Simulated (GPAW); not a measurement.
Consider TiSi2 (Zhiqinite, Fddd).

```xyz
6
Lattice="0.0000 4.1180 4.2615 2.3865 0.0000 4.2615 2.3865 4.1180 0.0000" Properties=species:S:1:pos:R:3 pbc="T T T"
Ti    2.3865    4.1180    4.2615
Ti    3.5797    6.1770    6.3922
Si    2.3865    6.8606    4.2615
Si    2.3865    1.3754    4.2615
Si    1.1932    3.4344    2.1307
Si    1.1932    0.6836    2.1307
```

Absorber: atom 1, with 4 Si at 2.54 Å, 2 Si at 2.74 Å, 4 Si at 2.75 Å and 4 Ti at 3.19 Å (14-fold, site symmetry 222). Method: GPAW, PBE, excited-electron core hole (neutral cell), 18-atom cell with 5.9 Å between holes, 3×3×3 k points, dipole transitions, Gaussian full width 0.94 eV up to 4 eV, rising linearly to 3.5 eV at 25 eV.

The database entry behind the starting cell is an old determination (1939), so it need not match the best structure at ambient conditions.

**Question.** What does the Ti K edge look like?

Main maxima up to 30 eV above the zero (height): 4.2 eV (0.90), 5.7 eV (1.05), 10.1 eV (1.44) and 25.6 eV (1.69). A K edge sees empty p states, which here mix into the lowest empty bands, so that weight starts at the zero. The total-energy difference is 4982.86 eV. One term is added: -22.82 eV, since the hole is spin-paired here and a spin-polarised one costs that much less in the free atom (computed apart). The photon energy is then 4960.04 eV. The tabulated edge of the element is 4966 eV. The functional leaves an error of a few eV in such absolute values.

The Ti K spectrum (energy from the lowest empty level; intensity scaled to a mean of 1 over the first 20 eV; polarised curves are means over the symmetry-equivalent atoms):

| E (eV) | isotropic | ε ∥ x | ε ∥ y | ε ∥ z |
| --- | --- | --- | --- | --- |
| -2.0 | 0.00 | 0.00 | 0.00 | 0.00 |
| -1.4 | 0.00 | 0.00 | 0.00 | 0.00 |
| -0.8 | 0.00 | 0.00 | 0.00 | 0.00 |
| -0.2 | 0.03 | 0.04 | 0.03 | 0.03 |
| 0.4 | 0.14 | 0.17 | 0.11 | 0.14 |
| 1.0 | 0.20 | 0.20 | 0.16 | 0.26 |
| 1.6 | 0.22 | 0.18 | 0.19 | 0.30 |
| 2.2 | 0.37 | 0.27 | 0.31 | 0.53 |
| 2.8 | 0.48 | 0.36 | 0.44 | 0.64 |
| 3.4 | 0.61 | 0.61 | 0.57 | 0.65 |
| 4.0 | 0.88 | 1.02 | 0.61 | 0.99 |
| 4.6 | 0.85 | 0.95 | 0.69 | 0.92 |
| 5.2 | 0.95 | 0.92 | 0.85 | 1.08 |
| 5.8 | 1.05 | 0.86 | 0.99 | 1.29 |
| 6.4 | 0.96 | 0.81 | 0.99 | 1.08 |
| 7.0 | 0.92 | 0.84 | 1.08 | 0.82 |
| 7.6 | 1.05 | 1.07 | 1.24 | 0.84 |
| 8.2 | 1.14 | 1.25 | 1.19 | 0.96 |
| 8.8 | 1.20 | 1.33 | 1.15 | 1.14 |
| 9.4 | 1.35 | 1.47 | 1.27 | 1.30 |
| 10.0 | 1.44 | 1.49 | 1.50 | 1.32 |
| 10.6 | 1.38 | 1.36 | 1.54 | 1.25 |
| 11.2 | 1.25 | 1.21 | 1.33 | 1.22 |
| 11.8 | 1.15 | 1.10 | 1.13 | 1.21 |
| 12.4 | 1.05 | 0.99 | 1.07 | 1.11 |
| 13.0 | 0.97 | 0.85 | 1.10 | 0.95 |
| 13.6 | 0.93 | 0.75 | 1.16 | 0.87 |
| 14.2 | 0.98 | 0.78 | 1.27 | 0.89 |
| 14.8 | 1.10 | 0.92 | 1.40 | 0.97 |
| 15.4 | 1.23 | 1.12 | 1.50 | 1.06 |
| 16.0 | 1.30 | 1.26 | 1.50 | 1.13 |
| 16.6 | 1.30 | 1.33 | 1.41 | 1.16 |
| 17.2 | 1.28 | 1.36 | 1.32 | 1.17 |
| 17.8 | 1.29 | 1.45 | 1.26 | 1.15 |
| 18.4 | 1.31 | 1.59 | 1.25 | 1.10 |
| 19.0 | 1.35 | 1.73 | 1.27 | 1.04 |
| 19.6 | 1.37 | 1.82 | 1.31 | 1.00 |
| 20.2 | 1.39 | 1.81 | 1.36 | 1.00 |
| 20.8 | 1.40 | 1.75 | 1.41 | 1.03 |
| 21.4 | 1.41 | 1.69 | 1.47 | 1.08 |
| 22.0 | 1.45 | 1.67 | 1.52 | 1.16 |
| 22.6 | 1.51 | 1.69 | 1.58 | 1.26 |
| 23.2 | 1.58 | 1.71 | 1.63 | 1.38 |
| 23.8 | 1.63 | 1.70 | 1.67 | 1.51 |
| 24.4 | 1.66 | 1.66 | 1.70 | 1.63 |
| 25.0 | 1.69 | 1.61 | 1.72 | 1.72 |
| 25.6 | 1.69 | 1.56 | 1.73 | 1.79 |
| 26.2 | 1.68 | 1.51 | 1.71 | 1.83 |
| 26.8 | 1.64 | 1.44 | 1.65 | 1.83 |
| 27.4 | 1.57 | 1.35 | 1.55 | 1.80 |
| 28.0 | 1.48 | 1.26 | 1.41 | 1.76 |
| 28.6 | 1.38 | 1.17 | 1.25 | 1.73 |
| 29.2 | 1.30 | 1.09 | 1.09 | 1.72 |
| 29.8 | 1.23 | 1.03 | 0.94 | 1.71 |
| 30.4 | 1.16 | 0.96 | 0.83 | 1.69 |
| 31.0 | 1.09 | 0.89 | 0.74 | 1.65 |

Quadrupole 1s→3d transitions, which feed the pre-edge, are not in the dipole spectrum. The holes are only 5.9 Å apart, so the shape is probably not converged with cell size; no larger cell was run here. The mesh is coarse (0.38 Å⁻¹ between points), so small maxima may be mesh ripples. Lifetime broadening is put in by hand, and intensities beyond about 20 eV depend on it and on the partial waves. The structure is a published determination, not relaxed.

[Banner, clock and machine lines of the logs are left out without a mark of their own.]

[Logs are printed without paths, hosts, clocks, repeated set-up lines and the standing remarks that a program may print on its own settings, such as how far it seeks lower states.]

[Hosts, paths, dates, database ids (printed as entryN), source tags and the programs' standing remarks are cut or masked in the printed files.]

[Lists of maxima count a maximum above −3 eV only where it reaches 4 % of the highest in the window and stands out from its surroundings by 2 % of it (1.5 % where it reaches 55 %); shoulders and weaker maxima are passed over, and of the rest the first, up to two pre-edge ones and the few strongest are named.]
